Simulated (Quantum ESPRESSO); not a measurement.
# BAs (F-43m): a volume series of phonon spectra, part 4 of 8

Wanted: mode Grüneisen parameters of BAs and a free-energy fit over volumes.

Measurements to reproduce:
- volume expansion coefficient 11.55 1e-6/K near room temperature (given in “Basic Physical Properties of Cubic Boron Arsenide (three times its linear coefficient)”, 2019, arxiv:1911.11281)
- volume expansion coefficient 10.8 1e-6/K near room temperature (given in “Thermal expansion coefficients of high thermal conducting BAs and BP materials (three times its linear coefficient)”, 2019, arxiv:1906.04101)

Quantum ESPRESSO 7.5; DFT PBE, scalar-relativistic, plane waves, GBRV ultrasoft pseudopotentials.

So far. Step 3 (Finding the static equilibrium): After the last step pw.x solved the final cell once more on a basis chosen for it, which moves the energy without moving the atoms. Step 4 (Self-consistent run): On a basis chosen for the relaxed cell the pressure is 0.01 GPa, small enough for phonons.

**5. Zone-centre response**

In a polar crystal the Born charges and ε∞ give the long-range dipole term that a finite supercell misses. They are those of this k-mesh and were not tested on a denser one; where the gap is small they converge slowly, and the LO modes with them.

Input file ph.in:

```
phonons
&INPUTPH
  prefix = 'x'
  outdir = './tmp'
  fildyn = 'x.dyn'
  tr2_ph = 1.0d-18
  epsil  = .true.
/
0.000000000 0.000000000 0.000000000
```

Input file scf.in:

```
&CONTROL
  calculation = 'scf'
  prefix      = 'x'
  outdir      = './tmp'
  pseudo_dir  = './pseudo'
  tprnfor     = .true.
  tstress     = .true.
/
&SYSTEM
  ibrav       = 0
  nat         = 2
  ntyp        = 2
  ecutwfc     = 40.0
  ecutrho     = 240.0
  occupations = 'fixed'
  nbnd        = 6
/
&ELECTRONS
  conv_thr         = 1.0d-12
  mixing_beta      = 0.7
  electron_maxstep = 100
/
ATOMIC_SPECIES
 B      10.8100  B.upf
 As     74.9216  As.upf
CELL_PARAMETERS angstrom
     0.000000000    2.409710468    2.409710468
     2.409710468    0.000000000    2.409710468
     2.409710468    2.409710468    0.000000000
ATOMIC_POSITIONS crystal
 B      0.000000000   0.000000000   0.000000000
 As     0.250000000   0.250000000   0.250000000
K_POINTS automatic
 12 12 12 0 0 0
```

On the command line:

```bash
> OMP_NUM_THREADS=1 mpirun -n 8 ph.x -nk 8 -in ph.in > ph.out
```

What it wrote:

```text
[banner, memory and clock lines left out]
Program PHONON v.7.5

     ./tmp/x.save/

     IMPORTANT: XC functional enforced from input :
     Exchange-correlation= PBE
                           (   1   4   3   4   0   0   0)
     Any further DFT definition will be discarded
     Please, verify this is what you really want

     G-vector sticks info

     Reading collected, re-writing distributed wavefunctions in ./tmp/

     Number and degeneracy of irreps per q-point
       N         xq(1)         xq(2)         xq(3)   N irreps
       1   0.000000000   0.000000000   0.000000000       2
        3   3

     Calculation of q =    0.0000000   0.0000000   0.0000000

     phonons

     bravais-lattice index     =            0
     lattice parameter (alat)  =       6.4399  a.u.
     unit-cell volume          =     188.8518 (a.u.)^3
     number of atoms/cell      =            2
     number of atomic types    =            2
     kinetic-energy cut-off    =      40.0000  Ry
     charge density cut-off    =     240.0000  Ry
     convergence threshold     =      1.0E-18
     beta                      =       0.7000
     number of iterations used =            4
     Exchange-correlation= PBE
                           (   1   4   3   4   0   0   0)

     celldm(1)=    6.43989  celldm(2)=    0.00000  celldm(3)=    0.00000
     celldm(4)=    0.00000  celldm(5)=    0.00000  celldm(6)=    0.00000

     crystal axes: (cart. coord. in units of alat)
               a(1) = (  0.0000  0.7071  0.7071 )
               a(2) = (  0.7071  0.0000  0.7071 )
               a(3) = (  0.7071  0.7071  0.0000 )

     reciprocal axes: (cart. coord. in units 2 pi/alat)
               b(1) = ( -0.7071  0.7071  0.7071 )
               b(2) = (  0.7071 -0.7071  0.7071 )
               b(3) = (  0.7071  0.7071 -0.7071 )

     Atoms inside the unit cell:

     Cartesian axes

     site n.  atom      mass           positions (alat units)
        1  B      10.8100   tau(    1) = (    0.00000    0.00000    0.00000  )
        2  As     74.9216   tau(    2) = (    0.35355    0.35355    0.35355  )

     Computing dynamical matrix for
                    q = (   0.0000000   0.0000000   0.0000000 )

     25 Sym.Ops. (with q -> -q+G )

     G cutoff =  252.1210  (  11935 G-vectors)     FFT grid: ( 32, 32, 32)
     G cutoff =  168.0806  (   6423 G-vectors)  smooth grid: ( 25, 25, 25)
     number of k points=    72
                       cart. coord. in units 2pi/alat
        k(    1) = (   0.0000000   0.0000000   0.0000000), wk =   0.0011574
        k(    2) = (   0.0589256   0.0589256  -0.0589256), wk =   0.0092593
        k(    3) = (   0.1178511   0.1178511  -0.1178511), wk =   0.0092593
        k(    4) = (   0.1767767   0.1767767  -0.1767767), wk =   0.0092593
        k(    5) = (   0.2357023   0.2357023  -0.2357023), wk =   0.0092593
        k(    6) = (   0.2946278   0.2946278  -0.2946278), wk =   0.0092593
        k(    7) = (  -0.3535534  -0.3535534   0.3535534), wk =   0.0046296
        k(    8) = (   0.1178511   0.0000000  -0.0000000), wk =   0.0069444
        k(    9) = (   0.1767767   0.0589256  -0.0589256), wk =   0.0277778
        k(   10) = (   0.2357023   0.1178511  -0.1178511), wk =   0.0277778
        k(   11) = (   0.2946278   0.1767767  -0.1767767), wk =   0.0277778
        k(   12) = (   0.3535534   0.2357023  -0.2357023), wk =   0.0277778
        k(   13) = (  -0.2946278  -0.4124790   0.4124790), wk =   0.0277778
        k(   14) = (  -0.2357023  -0.3535534   0.3535534), wk =   0.0277778
        k(   15) = (  -0.1767767  -0.2946278   0.2946278), wk =   0.0277778
        k(   16) = (  -0.1178511  -0.2357023   0.2357023), wk =   0.0277778
[...]
k(   65) = (  -0.2357023  -0.4714045   0.7071068), wk =   0.0277778
        k(   66) = (  -0.1767767  -0.4124790   0.6481812), wk =   0.0555556
        k(   67) = (  -0.1178511  -0.3535534   0.5892557), wk =   0.0277778
        k(   68) = (  -0.1178511  -0.4714045   0.7071068), wk =   0.0277778
        k(   69) = (  -0.0589256  -0.4124790   0.6481812), wk =   0.0555556
        k(   70) = (   0.0000000  -0.3535534   0.5892557), wk =   0.0277778
        k(   71) = (  -0.7071068   0.2357023   0.0000000), wk =   0.0138889
        k(   72) = (  -0.7071068   0.3535534   0.0000000), wk =   0.0069444

     PseudoPot. # 1 for B  read from file:
     ./pseudo/B.upf
     Pseudo is Ultrasoft + core correction, Zval =  3.0
     Using radial grid of  781 points,  4 beta functions with:
                l(1) =   0
                l(2) =   0
                l(3) =   1
                l(4) =   1
     Q(r) pseudized with  8 coefficients,  rinner =    1.100   1.100   1.100

     PseudoPot. # 2 for As read from file:
     ./pseudo/As.upf
     Pseudo is Ultrasoft + core correction, Zval =  5.0
     Using radial grid of  875 points,  6 beta functions with:
                l(1) =   0
                l(2) =   0
                l(3) =   1
                l(4) =   1
                l(5) =   2
                l(6) =   2
     Q(r) pseudized with  8 coefficients,  rinner =    1.300   1.300   1.300
                                                       1.300   1.300

     Mode symmetry, T_d (-43m)  point group:

     Electric field:
     Dielectric constant
     Born effective charges as d Force / d E

     Atomic displacements:
     There are    2 irreducible representations

     Representation     1      3 modes -  To be done

     Representation     2      3 modes -  To be done

     Alpha used in Ewald sum =   2.5000

     Electric Fields Calculation

      thresh= 1.000E-02 alpha_mix =  0.700 |ddv_scf|^2 =  1.343E-07

      thresh= 3.665E-05 alpha_mix =  0.700 |ddv_scf|^2 =  4.565E-09

      thresh= 6.756E-06 alpha_mix =  0.700 |ddv_scf|^2 =  4.506E-10

      thresh= 2.123E-06 alpha_mix =  0.700 |ddv_scf|^2 =  2.958E-12

      thresh= 1.720E-07 alpha_mix =  0.700 |ddv_scf|^2 =  1.828E-14

      thresh= 1.352E-08 alpha_mix =  0.700 |ddv_scf|^2 =  3.532E-16

      thresh= 1.879E-09 alpha_mix =  0.700 |ddv_scf|^2 =  5.149E-18

      thresh= 2.269E-10 alpha_mix =  0.700 |ddv_scf|^2 =  9.185E-20

     End of electric fields calculation

          Dielectric constant in cartesian axis

          (       9.896152380      -0.000000000       0.000000000 )
          (      -0.000000000       9.896152380      -0.000000000 )
          (       0.000000000      -0.000000000       9.896152380 )

          Effective charges (d Force / dE) in cartesian axis without acoustic sum rule applied (asr)

           atom    1  B     Mean Z*:       -0.44021
      Ex  (       -0.44021       -0.00000        0.00000 )
      Ey  (       -0.00000       -0.44021       -0.00000 )
      Ez  (        0.00000       -0.00000       -0.44021 )
           atom    2  As    Mean Z*:        0.43643
      Ex  (        0.43643        0.00000       -0.00000 )
      Ey  (        0.00000        0.43643        0.00000 )
      Ez  (       -0.00000        0.00000        0.43643 )

          Effective charges Sum: Mean:       -0.00378
             -0.00378        0.00000        0.00000
              0.00000       -0.00378       -0.00000
              0.00000       -0.00000       -0.00378

          Effective charges (d Force / dE) in cartesian axis with asr applied:
           atom    1  B     Mean Z*:       -0.43832
      E*x (       -0.43832       -0.00000        0.00000 )
      E*y (       -0.00000       -0.43832       -0.00000 )
      E*z (        0.00000       -0.00000       -0.43832 )
           atom    2  As    Mean Z*:        0.43832
      E*x (        0.43832        0.00000       -0.00000 )
      E*y (        0.00000        0.43832        0.00000 )
      E*z (       -0.00000        0.00000        0.43832 )

     Representation #   1 modes #   1   2   3

     Self-consistent Calculation

      thresh= 1.000E-02 alpha_mix =  0.700 |ddv_scf|^2 =  1.111E-07

      thresh= 3.333E-05 alpha_mix =  0.700 |ddv_scf|^2 =  8.217E-09

      thresh= 9.065E-06 alpha_mix =  0.700 |ddv_scf|^2 =  1.331E-11

      thresh= 3.649E-07 alpha_mix =  0.700 |ddv_scf|^2 =  8.878E-13

      thresh= 9.422E-08 alpha_mix =  0.700 |ddv_scf|^2 =  7.104E-15

      thresh= 8.429E-09 alpha_mix =  0.700 |ddv_scf|^2 =  1.238E-16

      thresh= 1.113E-09 alpha_mix =  0.700 |ddv_scf|^2 =  3.973E-18

      thresh= 1.993E-10 alpha_mix =  0.700 |ddv_scf|^2 =  4.429E-20

     End of self-consistent calculation

     Convergence has been achieved

     Representation #   2 modes #   4   5   6

     Self-consistent Calculation

      thresh= 1.000E-02 alpha_mix =  0.700 |ddv_scf|^2 =  6.168E-08

      thresh= 2.484E-05 alpha_mix =  0.700 |ddv_scf|^2 =  2.048E-09

      thresh= 4.526E-06 alpha_mix =  0.700 |ddv_scf|^2 =  1.406E-10

      thresh= 1.186E-06 alpha_mix =  0.700 |ddv_scf|^2 =  1.596E-13

      thresh= 3.995E-08 alpha_mix =  0.700 |ddv_scf|^2 =  9.639E-15

      thresh= 9.818E-09 alpha_mix =  0.700 |ddv_scf|^2 =  3.172E-17

      thresh= 5.632E-10 alpha_mix =  0.700 |ddv_scf|^2 =  1.941E-18

      thresh= 1.393E-10 alpha_mix =  0.700 |ddv_scf|^2 =  2.005E-20

     End of self-consistent calculation

     Convergence has been achieved

     Number of q in the star =    1
     List of q in the star:
          1   0.000000000   0.000000000   0.000000000

          Dielectric constant in cartesian axis

          (       9.896152380      -0.000000000       0.000000000 )
          (      -0.000000000       9.896152380      -0.000000000 )
          (       0.000000000      -0.000000000       9.896152380 )

          Effective charges (d Force / dE) in cartesian axis without acoustic sum rule applied (asr)

           atom    1  B     Mean Z*:       -0.44021
      Ex  (       -0.44021       -0.00000        0.00000 )
      Ey  (       -0.00000       -0.44021       -0.00000 )
      Ez  (        0.00000       -0.00000       -0.44021 )
           atom    2  As    Mean Z*:        0.43643
      Ex  (        0.43643        0.00000       -0.00000 )
      Ey  (        0.00000        0.43643        0.00000 )
      Ez  (       -0.00000        0.00000        0.43643 )

          Effective charges Sum: Mean:       -0.00378
             -0.00378        0.00000        0.00000
              0.00000       -0.00378       -0.00000
              0.00000       -0.00000       -0.00378

          Effective charges (d Force / dE) in cartesian axis with asr applied:
           atom    1  B     Mean Z*:       -0.43832
      E*x (       -0.43832       -0.00000        0.00000 )
      E*y (       -0.00000       -0.43832       -0.00000 )
      E*z (        0.00000       -0.00000       -0.43832 )
           atom    2  As    Mean Z*:        0.43832
      E*x (        0.43832        0.00000       -0.00000 )
      E*y (        0.00000        0.43832        0.00000 )
      E*z (       -0.00000        0.00000        0.43832 )

     Diagonalizing the dynamical matrix

     q = (    0.000000000   0.000000000   0.000000000 )

 **************************************************************************
     freq (    1) =       0.389082 [THz] =      12.978390 [cm-1]
     freq (    2) =       0.389082 [THz] =      12.978390 [cm-1]
     freq (    3) =       0.389082 [THz] =      12.978390 [cm-1]
     freq (    4) =      20.405475 [THz] =     680.653376 [cm-1]
     freq (    5) =      20.405475 [THz] =     680.653376 [cm-1]
     freq (    6) =      20.405475 [THz] =     680.653376 [cm-1]
 **************************************************************************

     Mode symmetry, T_d (-43m)  point group:

     freq (   1-   3) =         13.0  [cm-1]   --> T_2  G_15 P_4   I+R
     freq (   4-   6) =        680.7  [cm-1]   --> T_2  G_15 P_4   I+R
```

Wall time 19 s (8 MPI ranks of Arm Neoverse V1, shared host).

This step gave:

```
Γ frequencies : 12.98, 12.98, 12.98, 680.6, 680.6, 680.6 cm⁻¹ (negative: imaginary)
Γ symmetry    : T_2 G_15 P_4 I+R, T_2 G_15 P_4 I+R, T_2 G_15 P_4 I+R, T_2 G_15 P_4 I+R, T_2 G_15 P_4 I+R, T_2 G_15 P_4 I+R
```

ε∞:

```
9.90 0.00 0.00
0.00 9.90 0.00
0.00 0.00 9.90
```

Born charge (rows field, columns displacement), before the sum rule (e), principal values of the symmetric part by kind of site:

| atom | atoms with these values | low | middle | high | mean |
| --- | --- | --- | --- | --- | --- |
| B1 | 1 | -0.4402 | -0.4402 | -0.4402 | -0.4402 |
| As2 | 1 | 0.4364 | 0.4364 | 0.4364 | 0.4364 |

In full for As2:

```
0.4364 0.0000 0.0000
0.0000 0.4364 0.0000
0.0000 0.0000 0.4364
```

The Born charges sum to zero within 0.0038 e; the rest is removed before use. Acoustic frequencies in this log differ from zero by the error of the sum rule, which ph.x does not impose.

(Part 4 of 8 ends here.)

[Logs are printed without paths, hosts, clocks, repeated set-up lines and the standing remarks that a program may print on its own settings, such as how far it seeks lower states.]

[Hosts, paths, dates, database ids (printed as entryN), source tags and the programs' standing remarks are cut or masked in the printed files.]

[A step with changed settings may run another functional than the one named; its input shows which.]

[Of the runs on displaced cells, only some may be shown.]
